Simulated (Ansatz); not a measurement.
**GaAs2Pb: relaxing a made-up structure**

Starting from a made-up structure for GaAs2Pb, the aim is the relaxed cell, its shortest contacts and, where a second run follows, its electronic structure.

Main program and level: Ansatz 0.2.0; DFT, r2SCAN, plane-wave PAW, files of the set soft_1, scalar-relativistic, no spin, cell and ions relaxed at zero pressure; PAW set soft_1, in the first sound run; inputs show where later runs differ.

## (1) Set-up

The structure is tetragonal, space group P-4m2 (No. 115). The conventional cell has a = 4.361 Å, b = 4.361 Å, c = 6.196 Å, α = 90.00°, β = 90.00°, γ = 90.00°. Nearest to Pb lie 4 As at 2.68 Å. Nearest to As lie 2 Ga at 2.67 Å and 2 Pb at 2.68 Å. Ga has 4 As at 2.67 Å nearest. Farther neighbours are not listed.

## (2) Relaxing cell and atoms

The guessed cell has no reason to be at equilibrium. It is relaxed with the atoms, within the space group of the guess.

Input file input.yaml:

```yaml
crystal:
  lattice:
    - [4.361, 0.0, 0.0]
    - [0.0, 4.361, 0.0]
    - [0.0, 0.0, 6.196]
  atoms:
    - { symbol: Pb, position: [0.0, 0.0, 0.5] }
    - { symbol: As, position: [0.0, 0.5, 0.2478] }
    - { symbol: As, position: [0.5, 0.0, 0.7522] }
    - { symbol: Ga, position: [0.5, 0.5, 0.0] }
kpoints:
  mp_grid: { grid: [6, 6, 5] }
scf:
  occupations: { method: fermi_dirac, width: 0.05 }
hamiltonian:
  xc: r2scan
  pseudopotentials: { kind: paw, azcp: { folder: soft_1 } }
relax:
  f_tol: 0.015
  max_steps: 70
  cell: {}
output:
  forces: true
  stress: true
```

Launch:

```bash
> ansatz run input.yaml --threads 4 --pin off --max-ram 10240MiB --backend cpu --events-out ev --progress --plain --runs-dir out
```

Numbers of over 12 decimals in the logs are rounded to 6 here.

Log:

```text
Engine: ansatz 0.2.0, aarch64-unknown-linux-gnu
Pseudopotentials: kind: paw
Pseudopotential: Pb, paw, valence charge 14, recommended cutoff 500 eV (meta_gga), soft_1/Pb.paw.azcp
Pseudopotential: As, paw, valence charge 15, recommended cutoff 500 eV (meta_gga), soft_1/As.paw.azcp
Pseudopotential: Ga, paw, valence charge 13, recommended cutoff 500 eV (meta_gga), soft_1/Ga.paw.azcp
Functional definition: r2SCAN
  parameter k0 = 0.174
  parameter k1 = 0.065
  parameter a1 = 4.9479
  exchange = r2scan_x(k0 = k0, k1 = k1, a1 = a1)
  correlation = r2scan_c
Crystal: 4 atoms, lattice volume = 117.838 Å³
Basis set: ecut = 500 eV, 2983 PW (Γ), exchange–correlation on 128×128×192 points (64 copies of the dense FFT grid, shifted against one another)
Bands: 35, of which v1, the nominal top of the filled ones, is band 29 counted from 1 (28 counted from 0)
Symmetry: 8 space group operations
Space group: P-4m2 (ITA 115), of the structure as read, at distance tolerance 4.9e-5 Å
k-points: 30 of 180 (time reversal used)
Non-local potential: Pb, projectors of the file, l = 0: 2, l = 1: 2, l = 2: 2, l = 3: 1
Non-local potential: As, projectors of the file, l = 0: 2, l = 1: 2, l = 2: 3, l = 3: 1
Non-local potential: Ga, projectors of the file, l = 0: 2, l = 1: 2, l = 2: 3, l = 3: 1
PAW form: soft (Blöchl's): semilocal exchange-correlation on the pseudo side does not see the compensation charge
PAW frozen core: Pb, regenerated for the run's functional (the file was generated under x = pbe(κ = 0.804, μ = 0.219515), c = pbe(β = 0.066725))
PAW frozen core: As, regenerated for the run's functional (the file was generated under x = pbe(κ = 0.804, μ = 0.219515), c = pbe(β = 0.066725))
PAW frozen core: Ga, regenerated for the run's functional (the file was generated under x = pbe(κ = 0.804, μ = 0.219515), c = pbe(β = 0.066725))
PAW one-centre angular grid: Pb, 590 points (default); XC on 160 Gauss nodes
PAW one-centre angular grid: As, 590 points (default); XC on 160 Gauss nodes
PAW one-centre angular grid: Ga, 590 points (default); XC on 160 Gauss nodes
Initial density: superposition of atomic densities (chi_scale 0.1, normalization cell, long waves kept (reshape's long-wave potential 0.06 eV rms))
Initial wavefunctions: pseudopotential atomic-orbital guess
Functional: x = r2scan, c = r2scan; τ floored in thin density (d = 2e-4 eV/Å³)
SCF iter   1: F=—  HF=-25442.973156 eV  |F-HF|=—  |Δ(HF+E_count)|=         —  Δρ=3.81e-2  dr2=3.28e0  dr2_τ=9.60e-3  ethr=3.10e-3  ⟨swp⟩=6.8  Hψ=4652  notcnv=0
preconditioner: auto → LDOS  [metal: Δε(μ)=0.085 eV  Ē_g=15.151 eV  σ=0.050 eV  W_gap=0.39  n_scr=28 (ndim 8)  ℏωp=20.8 eV  f_vac=0.032  D(μ)=2.66/eV (n_scr^D=14)  β→1.0]
SCF iter   2: F=—  HF=-25442.265531 eV  |F-HF|=—  |Δ(HF+E_count)|=   7.08e-1  Δρ=1.93e-2  dr2=3.15e-1  dr2_τ=4.23e-3  ethr=3.10e-3  ⟨swp⟩=3.2  Hψ=2018  notcnv=0  defer=27
SCF iter   3: F=—  HF=-25442.285111 eV  |F-HF|=—  |Δ(HF+E_count)|=   1.96e-2  Δρ=1.13e-2  dr2=1.70e-1  dr2_τ=8.43e-4  ethr=5.53e-4  ⟨swp⟩=4.2  Hψ=2311  notcnv=0  defer=27
SCF iter   4: F=—  HF=-25442.178104 eV  |F-HF|=—  |Δ(HF+E_count)|=   1.07e-1  Δρ=4.22e-3  dr2=1.74e-2  dr2_τ=1.23e-4  ethr=2.99e-4  ⟨swp⟩=3.2  Hψ=1780  notcnv=0  defer=26
SCF iter   5: F=—  HF=-25442.171803 eV  |F-HF|=—  |Δ(HF+E_count)|=   6.30e-3  Δρ=9.57e-4  dr2=1.17e-3  dr2_τ=2.09e-5  ethr=3.05e-5  ⟨swp⟩=2.3  Hψ=1759  notcnv=0  defer=24
SCF iter   6: F=—  HF=-25442.171434 eV  |F-HF|=—  |Δ(HF+E_count)|=   3.69e-4  Δρ=2.40e-4  dr2=4.75e-5  dr2_τ=1.38e-6  ethr=2.05e-6  ⟨swp⟩=2.0  Hψ=1903  notcnv=0  defer=24
SCF iter   7: F=—  HF=-25442.171463 eV  |F-HF|=—  |Δ(HF+E_count)|=   2.88e-5  Δρ=6.29e-5  dr2=7.10e-6  dr2_τ=1.49e-7  ethr=8.33e-8  ⟨swp⟩=2.0  Hψ=1903  notcnv=0  defer=24
SCF iter   8: F=—  HF=-25442.171463 eV  |F-HF|=—  |Δ(HF+E_count)|=   2.29e-7  Δρ=1.56e-5  dr2=2.53e-7  dr2_τ=6.22e-9  ethr=1.25e-8  ⟨swp⟩=2.0  Hψ=1891  notcnv=0  defer=24
SCF iter   9: F=-25442.171463 eV  HF=-25442.171463 eV  |F-HF|=1.60e-8  |Δ(HF+E_count)|=   2.04e-7  Δρ=4.70e-6  dr2=2.57e-8  dr2_τ=8.59e-10  ethr=1.75e-10  ⟨swp⟩=5.1  Hψ=3862  notcnv=0
SCF 1 converged in 9 iterations: F = -25442.171463 eV  dr2 = 2.57e-8
  greatest PAW one-centre occupation: 0.999 electrons in one spin orbital (limit 2), on the As atom at site 1 (counted from 0), in its partial waves of l = 2
relax step   1: F+E_penalty+E_count = -25442.17146327 eV  Δ(F+E_penalty+E_count) = +0.000e0 eV  max|allowed force component| = 1.674e0 eV/Å  Δτ_max = 0.0000 Å  P = +0.536 GPa  Ω = 117.838 Å³  (9 SCF iters, dr2 threshold 1.00e-7 eV, accepted)
Crystal: 4 atoms, lattice volume = 118.745 Å³
Initial density: handed on by an earlier stage of this run
Initial wavefunctions: those handed on with the density
iter 1 solved again at ethr=1.56e-4 eV; its pass at ethr=3.10e-3 eV (dr2=8.90e-2 eV) is discarded
SCF iter   1: F=—  HF=-25442.426932 eV  |F-HF|=—  |Δ(HF+E_count)|=         —  Δρ=6.85e-3  dr2=8.90e-2  dr2_τ=1.16e-1  ethr=1.56e-4  ⟨swp⟩=1.4  Hψ=5315  notcnv=0
preconditioner: auto → LDOS  [metal: Δε(μ)=0.037 eV  Ē_g=14.965 eV  σ=0.050 eV  W_gap=0.18  n_scr=28 (ndim 8)  ℏωp=20.7 eV  f_vac=0.124  D(μ)=1.95/eV (n_scr^D=6)  β→1.0]
SCF iter   2: F=—  HF=-25442.567427 eV  |F-HF|=—  |Δ(HF+E_count)|=   1.40e-1  Δρ=3.47e-3  dr2=2.35e-2  dr2_τ=2.16e-4  ethr=1.56e-4  ⟨swp⟩=3.5  Hψ=1997  notcnv=0
SCF iter   3: F=—  HF=-25442.562485 eV  |F-HF|=—  |Δ(HF+E_count)|=   4.94e-3  Δρ=9.45e-4  dr2=1.05e-3  dr2_τ=9.85e-6  ethr=4.11e-5  ⟨swp⟩=3.0  Hψ=2135  notcnv=0  defer=4
SCF iter   4: F=—  HF=-25442.562511 eV  |F-HF|=—  |Δ(HF+E_count)|=   2.64e-5  Δρ=4.01e-4  dr2=1.86e-4  dr2_τ=1.52e-6  ethr=1.84e-6  ⟨swp⟩=2.0  Hψ=1454  notcnv=0  defer=4
SCF iter   5: F=—  HF=-25442.562472 eV  |F-HF|=—  |Δ(HF+E_count)|=   3.97e-5  Δρ=2.07e-4  dr2=4.09e-5  dr2_τ=3.81e-7  ethr=3.26e-7  ⟨swp⟩=2.0  Hψ=1453  notcnv=0  defer=4
SCF iter   6: F=—  HF=-25442.562447 eV  |F-HF|=—  |Δ(HF+E_count)|=   2.46e-5  Δρ=7.75e-5  dr2=6.39e-6  dr2_τ=5.34e-8  ethr=7.18e-8  ⟨swp⟩=2.0  Hψ=1448  notcnv=0  defer=4
SCF iter   7: F=—  HF=-25442.562447 eV  |F-HF|=—  |Δ(HF+E_count)|=   2.52e-7  Δρ=1.93e-5  dr2=8.69e-7  dr2_τ=8.77e-9  ethr=1.12e-8  ⟨swp⟩=2.0  Hψ=1452  notcnv=0  defer=4
SCF iter   8: F=-25442.562447 eV  HF=-25442.562447 eV  |F-HF|=2.68e-9  |Δ(HF+E_count)|=   2.42e-7  Δρ=4.79e-6  dr2=1.79e-8  dr2_τ=5.10e-10  ethr=7.02e-10  ⟨swp⟩=5.0  Hψ=3641  notcnv=0
SCF 2 converged in 8 iterations: F = -25442.562447 eV  dr2 = 1.79e-8
  greatest PAW one-centre occupation: 0.999 electrons in one spin orbital (limit 2), on the As atom at site 2 (counted from 0), in its partial waves of l = 2
relax step   2: F+E_penalty+E_count = -25442.56244714 eV  Δ(F+E_penalty+E_count) = -3.910e-1 eV  max|allowed force component| = 3.724e-1 eV/Å  Δτ_max = 0.1950 Å  P = -1.634 GPa  Ω = 118.745 Å³  energy of the carried Pulay correction = -1.191e-4 eV  (8 SCF iters, dr2 threshold 4.00e-7 eV, accepted)
Crystal: 4 atoms, lattice volume = 112.518 Å³
Basis set: ecut = 500 eV, 2855 PW (Γ), exchange–correlation on 128×128×192 points (64 copies of the dense FFT grid, shifted against one another)
iter 1 solved again at ethr=8.16e-5 eV; its pass at ethr=3.10e-3 eV (dr2=4.65e-2 eV) is discarded
SCF iter   1: F=—  HF=-25442.516937 eV  |F-HF|=—  |Δ(HF+E_count)|=         —  Δρ=4.09e-3  dr2=4.64e-2  dr2_τ=6.00e-2  ethr=8.16e-5  ⟨swp⟩=1.9  Hψ=5444  notcnv=0
preconditioner: auto → LDOS  [metal: Δε(μ)=0.082 eV  Ē_g=15.215 eV  σ=0.050 eV  W_gap=0.36  n_scr=28 (ndim 8)  ℏωp=21.3 eV  f_vac=0.092  D(μ)=1.05/eV (n_scr^D=2)  β→1.0]
SCF iter   2: F=—  HF=-25442.615134 eV  |F-HF|=—  |Δ(HF+E_count)|=   9.82e-2  Δρ=1.99e-3  dr2=1.42e-2  dr2_τ=1.20e-4  ethr=8.14e-5  ⟨swp⟩=4.0  Hψ=2207  notcnv=0
SCF iter   3: F=—  HF=-25442.611784 eV  |F-HF|=—  |Δ(HF+E_count)|=   3.35e-3  Δρ=8.28e-4  dr2=1.01e-3  dr2_τ=6.69e-6  ethr=2.50e-5  ⟨swp⟩=2.3  Hψ=1749  notcnv=0  defer=4
SCF iter   4: F=—  HF=-25442.611736 eV  |F-HF|=—  |Δ(HF+E_count)|=   4.85e-5  Δρ=1.99e-4  dr2=2.90e-5  dr2_τ=1.49e-6  ethr=1.77e-6  ⟨swp⟩=2.0  Hψ=1469  notcnv=0  defer=4
SCF iter   5: F=—  HF=-25442.611723 eV  |F-HF|=—  |Δ(HF+E_count)|=   1.24e-5  Δρ=1.17e-4  dr2=1.33e-5  dr2_τ=1.23e-7  ethr=5.09e-8  ⟨swp⟩=2.0  Hψ=1906  notcnv=0  defer=4
SCF iter   6: F=—  HF=-25442.611714 eV  |F-HF|=—  |Δ(HF+E_count)|=   9.70e-6  Δρ=2.52e-5  dr2=7.79e-7  dr2_τ=4.53e-9  ethr=2.33e-8  ⟨swp⟩=2.0  Hψ=1439  notcnv=0  defer=4
SCF iter   7: F=-25442.611713 eV  HF=-25442.611713 eV  |F-HF|=8.75e-8  |Δ(HF+E_count)|=   2.77e-7  Δρ=6.51e-6  dr2=4.60e-8  dr2_τ=4.14e-10  ethr=7.02e-10  ⟨swp⟩=4.9  Hψ=3880  notcnv=0
SCF 3 converged in 7 iterations: F = -25442.611713 eV  dr2 = 4.60e-8
relax step   3: F+E_penalty+E_count = -25442.61171330 eV  Δ(F+E_penalty+E_count) = -4.927e-2 eV  max|allowed force component| = 4.404e-1 eV/Å  Δτ_max = 0.1002 Å  P = +0.590 GPa  Ω = 112.518 Å³  energy of the carried Pulay correction = +7.169e-4 eV  (7 SCF iters, dr2 threshold 4.00e-7 eV, accepted)
Crystal: 4 atoms, lattice volume = 114.210 Å³
Basis set: ecut = 500 eV, 2871 PW (Γ), exchange–correlation on 128×128×192 points (64 copies of the dense FFT grid, shifted against one another)
iter 1 solved again at ethr=1.07e-5 eV; its pass at ethr=3.10e-3 eV (dr2=6.11e-3 eV) is discarded
SCF iter   1: F=—  HF=-25442.617718 eV  |F-HF|=—  |Δ(HF+E_count)|=         —  Δρ=1.66e-3  dr2=6.38e-3  dr2_τ=9.03e-3  ethr=1.07e-5  ⟨swp⟩=1.9  Hψ=5423  notcnv=0
preconditioner: auto → LDOS  [metal: Δε(μ)=0.084 eV  Ē_g=15.127 eV  σ=0.050 eV  W_gap=0.40  n_scr=28 (ndim 8)  ℏωp=21.1 eV  f_vac=0.110  D(μ)=1.43/eV (n_scr^D=6)  β→1.0]
SCF iter   2: F=—  HF=-25442.634748 eV  |F-HF|=—  |Δ(HF+E_count)|=   1.70e-2  Δρ=6.89e-4  dr2=1.33e-3  dr2_τ=1.28e-5  ethr=1.07e-5  ⟨swp⟩=2.2  Hψ=1560  notcnv=0
SCF iter   3: F=—  HF=-25442.634433 eV  |F-HF|=—  |Δ(HF+E_count)|=   3.15e-4  Δρ=2.94e-4  dr2=1.20e-4  dr2_τ=9.10e-7  ethr=2.34e-6  ⟨swp⟩=3.0  Hψ=2017  notcnv=0
SCF iter   4: F=—  HF=-25442.634426 eV  |F-HF|=—  |Δ(HF+E_count)|=   6.32e-6  Δρ=7.47e-5  dr2=4.28e-6  dr2_τ=1.36e-7  ethr=2.10e-7  ⟨swp⟩=2.0  Hψ=1457  notcnv=0
SCF iter   5: F=—  HF=-25442.634426 eV  |F-HF|=—  |Δ(HF+E_count)|=   6.35e-7  Δρ=4.30e-5  dr2=1.63e-6  dr2_τ=1.78e-8  ethr=7.02e-10  ⟨swp⟩=5.6  Hψ=4497  notcnv=0
SCF iter   6: F=-25442.634424 eV  HF=-25442.634424 eV  |F-HF|=2.11e-7  |Δ(HF+E_count)|=   1.25e-6  Δρ=1.27e-5  dr2=1.34e-7  dr2_τ=1.27e-9  ethr=7.02e-10  ⟨swp⟩=3.3  Hψ=4319  notcnv=0
SCF 4 converged in 6 iterations: F = -25442.634424 eV  dr2 = 1.34e-7
relax step   4: F+E_penalty+E_count = -25442.63442416 eV  Δ(F+E_penalty+E_count) = -2.271e-2 eV  max|allowed force component| = 1.364e-2 eV/Å  Δτ_max = 0.0475 Å  P = -0.175 GPa  Ω = 114.210 Å³  energy of the carried Pulay correction = +4.853e-4 eV  (6 SCF iters, dr2 threshold 4.00e-7 eV, accepted)
Crystal: 4 atoms, lattice volume = 113.857 Å³
iter 1 solved again at ethr=3.06e-7 eV; its pass at ethr=3.10e-3 eV (dr2=1.74e-4 eV) is discarded
SCF iter   1: F=—  HF=-25442.635193 eV  |F-HF|=—  |Δ(HF+E_count)|=         —  Δρ=3.84e-4  dr2=1.93e-4  dr2_τ=9.20e-4  ethr=3.06e-7  ⟨swp⟩=2.8  Hψ=5755  notcnv=0
preconditioner: auto → LDOS  [insulator: Δε(μ)=0.115 eV  Ē_g=15.145 eV  σ=0.050 eV  W_gap=0.52  n_scr=28 (ndim 8)  ℏωp=21.2 eV  f_vac=0.104  D(μ)=1.25/eV (n_scr^D=2)  ε∞_Penn≈3.0  β→1.0]
SCF iter   2: F=—  HF=-25442.638034 eV  |F-HF|=—  |Δ(HF+E_count)|=   2.84e-3  Δρ=1.73e-4  dr2=4.70e-5  dr2_τ=5.83e-7  ethr=3.06e-7  ⟨swp⟩=3.0  Hψ=1688  notcnv=0
SCF iter   3: F=—  HF=-25442.638046 eV  |F-HF|=—  |Δ(HF+E_count)|=   1.22e-5  Δρ=6.32e-5  dr2=8.13e-6  dr2_τ=8.48e-8  ethr=8.25e-8  ⟨swp⟩=2.0  Hψ=1488  notcnv=0
SCF iter   4: F=—  HF=-25442.638046 eV  |F-HF|=—  |Δ(HF+E_count)|=   3.23e-7  Δρ=3.09e-5  dr2=7.14e-7  dr2_τ=1.24e-8  ethr=1.43e-8  ⟨swp⟩=2.0  Hψ=1520  notcnv=0
SCF iter   5: F=-25442.638046 eV  HF=-25442.638046 eV  |F-HF|=1.25e-7  |Δ(HF+E_count)|=   4.11e-7  Δρ=1.38e-5  dr2=2.39e-7  dr2_τ=1.97e-9  ethr=7.02e-10  ⟨swp⟩=4.9  Hψ=3859  notcnv=0
SCF 5 converged in 5 iterations: F = -25442.638046 eV  dr2 = 2.39e-7
relax step   5: F+E_penalty+E_count = -25442.63804578 eV  Δ(F+E_penalty+E_count) = -3.622e-3 eV  max|allowed force component| = 3.108e-3 eV/Å  Δτ_max = 0.0023 Å  P = -0.077 GPa  Ω = 113.857 Å³  energy of the carried Pulay correction = +5.333e-4 eV  (5 SCF iters, dr2 threshold 4.00e-7 eV, accepted)
Crystal: 4 atoms, lattice volume = 113.575 Å³
iter 1 solved again at ethr=3.11e-7 eV; its pass at ethr=3.10e-3 eV (dr2=1.77e-4 eV) is discarded
SCF iter   1: F=—  HF=-25442.637256 eV  |F-HF|=—  |Δ(HF+E_count)|=         —  Δρ=2.91e-4  dr2=1.14e-4  dr2_τ=5.04e-4  ethr=3.11e-7  ⟨swp⟩=3.0  Hψ=5621  notcnv=0
preconditioner: auto → LDOS  [insulator: Δε(μ)=0.121 eV  Ē_g=15.154 eV  σ=0.050 eV  W_gap=0.54  n_scr=28 (ndim 8)  ℏωp=21.2 eV  f_vac=0.102  D(μ)=1.20/eV (n_scr^D=2)  ε∞_Penn≈3.0  β→1.0]
SCF iter   2: F=—  HF=-25442.638823 eV  |F-HF|=—  |Δ(HF+E_count)|=   1.57e-3  Δρ=1.31e-4  dr2=2.94e-5  dr2_τ=3.24e-7  ethr=2.00e-7  ⟨swp⟩=2.9  Hψ=1670  notcnv=0
SCF iter   3: F=—  HF=-25442.638830 eV  |F-HF|=—  |Δ(HF+E_count)|=   7.33e-6  Δρ=5.89e-5  dr2=5.65e-6  dr2_τ=4.82e-8  ethr=5.16e-8  ⟨swp⟩=2.0  Hψ=1458  notcnv=0
SCF iter   4: F=—  HF=-25442.638830 eV  |F-HF|=—  |Δ(HF+E_count)|=   1.72e-7  Δρ=2.95e-5  dr2=4.93e-7  dr2_τ=8.74e-9  ethr=9.91e-9  ⟨swp⟩=2.0  Hψ=1489  notcnv=0
SCF iter   5: F=—  HF=-25442.638830 eV  |F-HF|=—  |Δ(HF+E_count)|=   4.74e-7  Δρ=1.11e-5  dr2=1.57e-7  dr2_τ=1.51e-9  ethr=8.65e-10  ⟨swp⟩=2.0  Hψ=1457  notcnv=0
SCF iter   6: F=-25442.638830 eV  HF=-25442.638830 eV  |F-HF|=4.35e-9  |Δ(HF+E_count)|=   2.60e-8  Δρ=4.30e-6  dr2=1.95e-8  dr2_τ=1.53e-10  ethr=1.39e-10  ⟨swp⟩=4.5  Hψ=3772  notcnv=0
SCF 6 converged in 6 iterations: F = -25442.638830 eV  dr2 = 1.95e-8
relax step   6: F+E_penalty+E_count = -25442.63882957 eV  Δ(F+E_penalty+E_count) = -7.838e-4 eV  max|allowed force component| = 2.361e-4 eV/Å  Δτ_max = 0.0012 Å  P = +0.002 GPa  Ω = 113.575 Å³  energy of the carried Pulay correction = +5.718e-4 eV  (6 SCF iters, dr2 threshold 7.92e-8 eV, accepted)
Initial wavefunctions: pseudopotential atomic-orbital guess (no wavefunctions were taken with the density)
iter 1 solved again at ethr=9.68e-9 eV; its pass at ethr=3.10e-3 eV (dr2=5.52e-6 eV) is discarded
SCF iter   1: F=—  HF=-25442.638397 eV  |F-HF|=—  |Δ(HF+E_count)|=         —  Δρ=5.26e-5  dr2=4.92e-7  dr2_τ=1.07e-6  ethr=9.68e-9  ⟨swp⟩=4.0  Hψ=7973  notcnv=0
preconditioner: auto → LDOS  [insulator: Δε(μ)=0.116 eV  Ē_g=15.152 eV  σ=0.050 eV  W_gap=0.52  n_scr=28 (ndim 8)  ℏωp=21.2 eV  f_vac=0.103  D(μ)=1.21/eV (n_scr^D=2)  ε∞_Penn≈3.0  β→1.0]
SCF iter   2: F=—  HF=-25442.638400 eV  |F-HF|=—  |Δ(HF+E_count)|=   2.62e-6  Δρ=5.08e-6  dr2=1.70e-8  dr2_τ=5.31e-10  ethr=8.63e-10  ⟨swp⟩=2.0  Hψ=1465  notcnv=0
SCF iter   3: F=—  HF=-25442.638400 eV  |F-HF|=—  |Δ(HF+E_count)|=   7.06e-9  Δρ=6.27e-6  dr2=2.77e-8  dr2_τ=1.79e-10  ethr=2.99e-11  ⟨swp⟩=2.9  Hψ=2001  notcnv=0
SCF iter   4: F=—  HF=-25442.638400 eV  |F-HF|=—  |Δ(HF+E_count)|=   3.16e-8  Δρ=4.67e-7  dr2=4.41e-10  dr2_τ=4.38e-12  ethr=2.99e-11  ⟨swp⟩=2.1  Hψ=1568  notcnv=0
SCF iter   5: F=-25442.638400 eV  HF=-25442.638400 eV  |F-HF|=7.28e-12  |Δ(HF+E_count)|=  1.67e-10  Δρ=1.40e-7  dr2=1.08e-11  dr2_τ=1.18e-12  ethr=1.00e-12  ⟨swp⟩=3.9  Hψ=4837  notcnv=0
SCF 7 converged in 5 iterations: F = -25442.638400 eV  dr2 = 1.08e-11
relax step   7: F+E_penalty+E_count = -25442.63840006 eV  Δ(F+E_penalty+E_count) = +4.295e-4 eV  max|allowed force component| = 1.803e-4 eV/Å  Δτ_max = 0.0000 Å  P = -0.001 GPa  Ω = 113.575 Å³  stress off target by 8.81e-3 GPa  SCF on the basis re-selected at this cell (its energy is not comparable with the rows above)  (5 SCF iters)
basis re-selected at this cell: Δ(F+E_penalty+E_count) = +4.295e-4 eV, ΔP = -0.003 GPa vs the last step (what re-selecting the basis moved, of the pressure what is left beyond the Pulay correction that the steps carried, after the strain that the cell walked since its last selection, with what the two solves' SCF thresholds leave and, on support functions, any second-order correction that the steps lacked; it is no m [...]
SCF converged after 5 iterations
Free energy (F): -25442.638400 eV
Harris-Foulkes:  -25442.638400 eV  (|F-HF|=7.28e-12)
Internal energy: -25442.627133 eV  (E = F + TS)
E sigma→0 (E₀):  -25442.632767 eV
Entropy (-TS):   -0.011267 eV (-2.817 meV/atom)
Fermi energy:    7.693914 eV
--- Per-component energies (eV) ---
  E_band       = -733.780539
  E_kinetic    = 597.665134
  E_local      = -7465.863240  (includes V_loc(G=0)·N_el)
  E_nonlocal   = -571.555645
  E_hartree    = 3997.019824
  E_xc         = -381.152894
  E_vxc        = -363.226396  (∫ρ·V_xc dr)
  E_paw        = -16476.929311  (= ΣΔE_a)
  E_vpaw       = -947.178536  (= ΣTr[D̂ρ^β])
  E_aug_tail   = 0.000063  (compensation charges beyond the density's cutoff)
  E_vtau       = 22.338297  (kinetic-family band-sum trace: ∫τ·v_τ [+ j·A + Jᵃ·Aᵃ] dr)
  E_ewald      = -5139.208512
  E_core_change = -2.602552  (= ΣΔE_core)
  E_smearing   = -0.011267  (= −TS)
  E_closure    = -0.000000  (closes the sum)
  Σ components = -25442.638400   (vs F -25442.638400, Δ=0.00e0)
--- Forces (eV/Å), atoms counted from 1 ---
  atom   1  Pb     0.00000000    -0.00000000    -0.00000000
  atom   2  As    -0.00000000     0.00000000    -0.00018027
  atom   3  As    -0.00000000     0.00000000     0.00018027
  atom   4  Ga     0.00000000    -0.00000000    -0.00000000
  max |Σ_I F_I| component: 1.42e-16 eV/Å
--- Stress (GPa, compression-positive) ---
        0.003426       0.000000       0.000000
        0.000000       0.003426       0.000000
        0.000000       0.000000      -0.008811
  P = ⅓ Tr σ = -0.0007 GPa (-0.007 kbar)
--- Relaxed structure (6 steps of the walk, 6 accepted, 1 SCFs on fresh bases) ---
  F+E_penalty+E_count = -25442.63840006 eV   max|allowed force component| = 1.803e-4 eV/Å   (the final SCF, on the basis selected at the relaxed cell)
  cell:  # Å, volume = 113.5751 Å³
    - [4.218761, 0, 0]
    - [0, 4.218761, 0.0]
    - [0, 0.0, 6.381360]
  atoms:
    - { symbol: Pb, position: [0, 0, 0.5] }
    - { symbol: As, position: [0, 0.5, 0.208390] }
    - { symbol: As, position: [0.5, 0, 0.791610] }
    - { symbol: Ga, position: [0.5, 0.5, -5.512002652242318e-19] }
```

It took 43 s on 4 threads of Arm Neoverse V1, shared host; peak memory 0.66 GiB.

Relaxation path:

| step | energy less that of the first step (eV) | largest force component (eV/Å) | pressure (GPa) | volume (Å³) |
| --- | --- | --- | --- | --- |
| 1 | 0.0000 | 1.6741 | 0.54 | 117.84 |
| 2 | -0.3910 | 0.3724 | -1.63 | 118.74 |
| 3 | -0.4402 | 0.4404 | 0.59 | 112.52 |
| 4 | -0.4630 | 0.0136 | -0.18 | 114.21 |
| 5 | -0.4666 | 0.0031 | -0.08 | 113.86 |
| 6 | -0.4674 | 0.0002 | 0.00 | 113.58 |
| 7* | -0.4669 | 0.0002 | 0.00 | 113.58 |

Relaxation steps marked * repeat the geometry before them on a plane-wave basis chosen anew for their cell, so energy and pressure can jump there.

The run keeps the 8 symmetry operations that it works with, so distortions that break them were not tested.

| conventional cell, symmetrised | before | after | change |
| --- | --- | --- | --- |
| a (Å) | 4.361 | 4.219 | -3.3 % |
| b (Å) | 4.361 | 4.219 | -3.3 % |
| c (Å) | 6.196 | 6.381 | +3.0 % |
| volume (Å³/atom) | 29.46 | 28.39 | -3.6 % |

The atoms that moved most (Å, as changes of fractional coordinates times the final cell):

| atom | dx | dy | dz | length |
| --- | --- | --- | --- | --- |
| As3 | 0.000 | 0.000 | 0.251 | 0.251 |
| As2 | 0.000 | 0.000 | -0.251 | 0.251 |

Final coordinates:

```xyz
4
Lattice="4.2188 0.0000 0.0000 0.0000 4.2188 0.0000 0.0000 0.0000 6.3814" Properties=species:S:1:pos:R:3 pbc="T T T"
Pb    0.0000    0.0000    3.1907
As    0.0000    2.1094    1.3298
As    2.1094    0.0000    5.0516
Ga    2.1094    2.1094    0.0000
```

Numbers from this step:

* free energy: -25442.6384 eV
* energy at zero smearing: -25442.6328 eV
* smearing term TS: 0.01127 eV
* Fermi energy: 7.694 eV
* electrons: 57
* symmetry operations: 8
* pressure: -6.53e-4 GPa

(Continued in part 2 of 2.)

[Logs are printed without paths, hosts, clocks, repeated set-up lines and the standing remarks that a program may print on its own settings, such as how far it seeks lower states.]

[Hosts, paths, dates, database ids (printed as entryN), source tags and the programs' standing remarks are cut or masked in the printed files.]
